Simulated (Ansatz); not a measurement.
**BaTiO3 (P4mm): the cell at rest**

Aim: bring BaTiO3 (P4mm) to small forces and stress, as phonons need.

Main program and level: Ansatz 0.2.0; DFT LDA, scalar-relativistic, plane waves, PAW; PAW set soft_1.

Report form: the programs' logs are mostly left out.

The database entry behind the starting cell differs from later determinations by our own check (c/a about 0.6 % short), so it need not match the best structure at ambient conditions.

## Step 1: Starting point

Symmetry: P4mm, No. 99, tetragonal system. The conventional cell has a = 4.000 Å, b = 4.000 Å, c = 4.018 Å, α = 90.00°, β = 90.00°, γ = 90.00°. Nearest to Ba lie 12 O at 2.79 to 2.88 Å. Nearest to Ti lie 6 O at 1.89 to 2.13 Å. O has 2 Ti at 1.89 to 2.13 Å and 4 Ba at 2.83 Å nearest. Nearest to O lie 2 Ti at 2.00 Å and 4 Ba at 2.79 to 2.88 Å. Farther neighbours and most contacts between anions are not listed.

## Step 2: Probe on a coarse mesh

First a cheap look: the gap decides the mesh and the occupations, the pressure tells how far the cell has to move.

input.yaml

```yaml
crystal:
  lattice:
    - [3.9998, 0.0, 0.0]
    - [0.0, 3.9998, 0.0]
    - [0.0, 0.0, 4.018]
  atoms:
    - { symbol: Ba, position: [0.0, 0.0, 0.0] }
    - { symbol: Ti, position: [0.5, 0.5, 0.49] }
    - { symbol: O, position: [0.5, 0.5, 0.019] }
    - { symbol: O, position: [0.5, 0.0, 0.517] }
    - { symbol: O, position: [0.0, 0.5, 0.517] }
kpoints:
  mp_grid: { grid: [4, 4, 4] }
hamiltonian:
  xc: lda
  pseudopotentials: { kind: paw, azcp: { folder: soft_1 }, xc_functional: pbe }
scf:
  occupations: { method: gaussian, width: 0.1 }
output:
  forces: true
  stress: true
  eigenvalues: true
```

Started as:

```
$ ansatz run input.yaml --threads 4 --pin off --max-ram 10240MiB --backend cpu --events-out ev --progress --plain --runs-dir out
```

Run time: 1.7 s. Hardware: 4 threads of Arm Neoverse V1, shared host; peak memory 0.36 GiB; 4.5 s of CPU time.

A gap read on the k-mesh alone can miss the band edges.

This step gave:

| Quantity | Value |
| --- | --- |
| pressure | -8.508 GPa |
| gap on the k-mesh | 1.745 eV |
| volume per atom | 12.86 Å³ |
| direct gap on mesh | 1.992 eV |

The coarse mesh shows a gap of 1.74 eV and a pressure of -8.5 GPa.

## Step 3: Rough relaxation

A rough relaxation comes first, because large forces or stress need no tight tolerances yet.

input.yaml: that of step 2 with these lines changed.

```diff
@@ -12,3 +12,3 @@
 kpoints:
-  mp_grid: { grid: [4, 4, 4] }
+  mp_grid: { grid: [6, 6, 6] }
 hamiltonian:
@@ -22 +22,6 @@
   eigenvalues: true
+relax:
+  adjacent_minimum: "off"
+  f_tol: 0.05
+  max_steps: 80
+  cell: { stress_tol: 0.5 }
```

Elapsed: 23 s, on 4 threads; peak memory 0.44 GiB; 85 s of CPU time.

Step by step:

| step | energy less that of the first step (eV) | largest force component (eV/Å) | pressure (GPa) | volume (Å³) |
| --- | --- | --- | --- | --- |
| 1 | 0.0000 | 0.4241 | -8.53 | 64.28 |
| 2 | -0.0952 | 0.0885 | 1.00 | 60.94 |
| 3 | -0.0954 | 0.0800 | -0.05 | 61.30 |
| 4 | -0.0958 | 0.0384 | -0.13 | 61.32 |
| 5 | -0.0960 | 0.0343 | -0.01 | 61.28 |
| 6 | -0.0961 | 0.0371 | 0.06 | 61.27 |
| 7 | -0.0962 | 0.0349 | 0.10 | 61.28 |
| 8 | -0.0962 | 0.0185 | 0.11 | 61.32 |
| 9 | -0.0961 | 0.0075 | 0.04 | 61.36 |
| 10* | -0.0881 | 0.0078 | -0.16 | 61.36 |

Relaxation steps marked * repeat the geometry before them on a plane-wave basis chosen anew for their cell, so energy and pressure can jump there.

The run keeps the 8 symmetry operations that it works with, so distortions that break them were not tested.

| conventional cell, symmetrised | before | after | change |
| --- | --- | --- | --- |
| a (Å) | 4.000 | 3.927 | -1.8 % |
| b (Å) | 4.000 | 3.927 | -1.8 % |
| c (Å) | 4.018 | 3.978 | -1.0 % |
| volume (Å³/atom) | 12.86 | 12.27 | -4.5 % |

The atoms that moved most (Å, as changes of fractional coordinates times the final cell):

| atom | dx | dy | dz | length |
| --- | --- | --- | --- | --- |
| O3 | 0.000 | 0.000 | 0.014 | 0.014 |
| O4 | 0.000 | 0.000 | -0.006 | 0.006 |
| O5 | 0.000 | 0.000 | -0.006 | 0.006 |
| Ti2 | 0.000 | 0.000 | -0.006 | 0.006 |

Numbers from this step:

- pressure: -0.1563 GPa
- gap on the k-mesh: 1.851 eV
- volume per atom: 12.27 Å³
- direct gap on mesh: 2.099 eV

In this step the volume went from 12.86 to 12.27 Å³/atom.

## Step 4: Bringing the structure to rest

Harmonic phonons are second derivatives at a point where the forces vanish, and they are wanted at zero stress, so atoms and cell are relaxed first.

input.yaml, the sections that differ from step 3:

```yaml
crystal:
  lattice:
    - [3.9273734307, 0.0, 0.0]
    - [0.0, 3.9273734307, 0.0]
    - [0.0, 0.0, 3.9783893603]
  atoms:
    - { symbol: Ba, position: [0.0, 0.0, 0.0009334298] }
    - { symbol: Ti, position: [0.5, 0.5, 0.4885019796] }
    - { symbol: O, position: [0.5, 0.5, 0.0226313689] }
    - { symbol: O, position: [0.5, 0.0, 0.5154666109] }
    - { symbol: O, position: [0.0, 0.5, 0.5154666109] }
kpoints:
  mp_grid: { grid: [8, 8, 8] }
scf:
  occupations: { method: gaussian, width: 0.02 }
relax:
  adjacent_minimum: "off"
  f_tol: 0.005
  max_steps: 80
  cell: { stress_tol: 0.05 }
# hamiltonian, output: as in step 3
```

The job ended after 28 s (4 threads; peak memory 0.48 GiB; 1.8 min of CPU time).

Little changed from the start: no atom moved by 0.005 Å and no cell edge by 0.1 %.

This step gave:

| Property | Result |
| --- | --- |
| pressure | -0.01005 GPa |
| gap on the k-mesh | 1.852 eV |
| volume per atom | 12.26 Å³ |
| direct gap on mesh | 2.091 eV |

In this step the volume went from 12.27 to 12.26 Å³/atom.

## Step 5: Tight relaxation

Phonons need a cell at rest on their own settings, so the relaxation is repeated with tight tolerances on forces and stress, using the mesh and the filling of the phonon run that follows.

input.yaml

```yaml
crystal:
  lattice:
    - [3.9269845002, 0.0, 0.0]
    - [0.0, 3.9269845002, 0.0]
    - [0.0, 0.0, 3.9747348012]
  atoms:
    - { symbol: Ba, position: [0.0, 0.0, 0.001062951] }
    - { symbol: Ti, position: [0.5, 0.5, 0.48889533] }
    - { symbol: O, position: [0.5, 0.5, 0.0220991283] }
    - { symbol: O, position: [0.5, 0.0, 0.5154712954] }
    - { symbol: O, position: [0.0, 0.5, 0.5154712954] }
kpoints:
  mp_grid: { grid: [8, 8, 8] }
hamiltonian:
  xc: lda
  pseudopotentials: { kind: paw, azcp: { folder: soft_1 }, xc_functional: pbe }
scf:
  occupations: { method: fixed }
output:
  forces: true
  stress: true
  eigenvalues: true
  write_density: true
  write_potential: true
  elf: true
  volumetric_format: npy
relax:
  adjacent_minimum: "off"
  f_tol: 0.001
  max_steps: 60
  cell: { stress_tol: 0.01 }
```

It took 14 s on 4 threads; peak memory 0.47 GiB.

Little changed from the start: no atom moved by 0.005 Å and no cell edge by 0.1 %.

Numbers from this step:

- pressure: -9.67e-5 GPa

Valence density in the ac plane at fractional y = 0.500, with atoms of Ti and O within 0.2 Å of it. It is the smooth field of the valence electrons, not physical close to the nuclei.

Values in e/Å³, 14 rows by 14 columns, each cell a mean:
```
 0  0  0  0  1  2  4  5  3  1  0  0  0  0
 0  0  0  0  0  1  2  2  1  1  0  0  0  0
 0  0  0  0  0  0  1  1  1  0  0  0  0  0
 1  1  0  0  0  0  1  1  0  0  0  0  0  1
 2  2  1  0  0  1  2  3  2  1  0  0  1  2
 6  4  2  1  1  3  6  8  5  2  1  1  2  5
 8  6  2  1  1  5  9 11  8  3  1  1  3  6
 5  4  1  1  1  4  8 10  7  3  1  1  2  4
 2  2  1  0  1  2  4  6  4  1  0  0  1  2
 1  0  0  0  0  1  1  2  1  0  0  0  0  0
 0  0  0  0  0  1  1  1  1  0  0  0  0  0
 0  0  0  0  0  1  2  3  2  1  0  0  0  0
 0  0  0  0  1  2  5  7  4  2  0  0  0  0
 0  0  0  0  1  3  6  8  5  2  1  0  0  0
```
Columns run along a (3.9 Å), rows up along c (4.0 Å). Atoms in or near the plane, at fractional coordinates: Ti at (0.50, 0.49), O at (0.50, 0.02), O at (0.00, 0.52).

ELF in the ac plane at fractional y = 0.500, with atoms of Ti and O within 0.2 Å of it. It is the smooth field of the valence electrons, not physical close to the nuclei.

Ten even steps from '_' (0.01) to '@' (0.82), each cell a mean:
```
______--%%@@@@%%@@@@##::____
______::++@@@@@@@@%%==..____
==--....::==++++++--....::==
%%%%++::__..::::..____--**%%
@@@@%%==..--**##**::..++@@@@
**%%@@==::##@@@@@@**::**@@%%
--##@@====%%%%##%%##--**@@**
##@@@@==--%%%%%%@@##::++@@%%
@@@@%%--::**%%%%%%==..==@@@@
%%##==....::--==--..__::++##
--::....::==++++++==::....--
______::**@@@@@@@@%%++..____
____..==%%@@##**%%@@##--____
____..++@@@@**==##@@%%--____
```
Columns run along a (3.9 Å), rows up along c (4.0 Å). Atoms in or near the plane, at fractional coordinates: Ti at (0.50, 0.49), O at (0.50, 0.02), O at (0.00, 0.52).

Electrostatic potential energy in the ac plane at fractional y = 0.500, with atoms of Ti and O within 0.2 Å of it. With pseudopotentials it is smooth inside the atoms' cores, unlike the true potential.

Values in eV, 14 rows by 14 columns, each cell a mean:
```
 14  15  15  15  13  -7 -22 -27 -20   1  14  15  15  14
 15  15  15  15  14   8  -4  -9  -1  11  15  15  15  15
 15  15  15  15  13  11   9   8   9  12  14  15  15  15
 11  13  14  13  10   5  -1  -3   0   7  11  14  14  12
-13  -5   9  11   3 -11 -20 -22 -18  -6   6  11   5  -8
-29 -24  -5   6  -7 -24 -30 -31 -29 -20  -2   6 -13 -26
-33 -28 -11   3 -12 -28 -32 -33 -32 -24  -7   3 -18 -31
-28 -22  -3   5 -11 -27 -32 -33 -31 -23  -5   6 -10 -23
-10  -3   9   9  -3 -20 -28 -29 -27 -15   1  10   6  -6
 13  14  14  12   7  -4 -12 -15 -11   0   9  13  14  14
 15  15  15  14  12   8   2  -2   3   9  13  14  15  15
 15  15  15  15  13   3 -13 -18 -10   8  14  15  15  15
 14  15  15  15  11 -13 -27 -31 -25  -4  14  15  15  14
 14  14  15  15   9 -17 -31 -33 -28  -8  13  15  15  14
```
Columns run along a (3.9 Å; values clipped at the 3rd and 97th percentile), rows up along c (4.0 Å). Atoms in or near the plane, at fractional coordinates: Ti at (0.50, 0.49), O at (0.50, 0.02), O at (0.00, 0.52).

The largest force component left is 0.59 meV/Å and the pressure is 0.000 GPa, within the tolerances set. The cell now holds 12.26 Å³/atom.

## Step 6: What came out

```json
{"space group after relaxation (within 0.01 Å)": "P4mm", "lattice constant a": "3.927 Å", "lattice constant b": "3.927 Å", "lattice constant c": "3.975 Å", "volume per atom": "12.3 Å³", "gap on the k-mesh": "1.85 eV"}
```

**Reading.** The largest force component left is 0.59 meV/Å and the pressure is 0.000 GPa, within the tolerances set. The cell now holds 12.26 Å³/atom. The relaxation keeps the symmetry of its start, so it says nothing on stability against lower symmetry. Spin-orbit coupling is left out, which can matter for the heavy elements here. The PAW files were made for PBE and serve the other functionals too.

[Logs are printed without paths, hosts, clocks, repeated set-up lines and the standing remarks that a program may print on its own settings, such as how far it seeks lower states.]

[Hosts, paths, dates, database ids (printed as entryN), source tags and the programs' standing remarks are cut or masked in the printed files.]
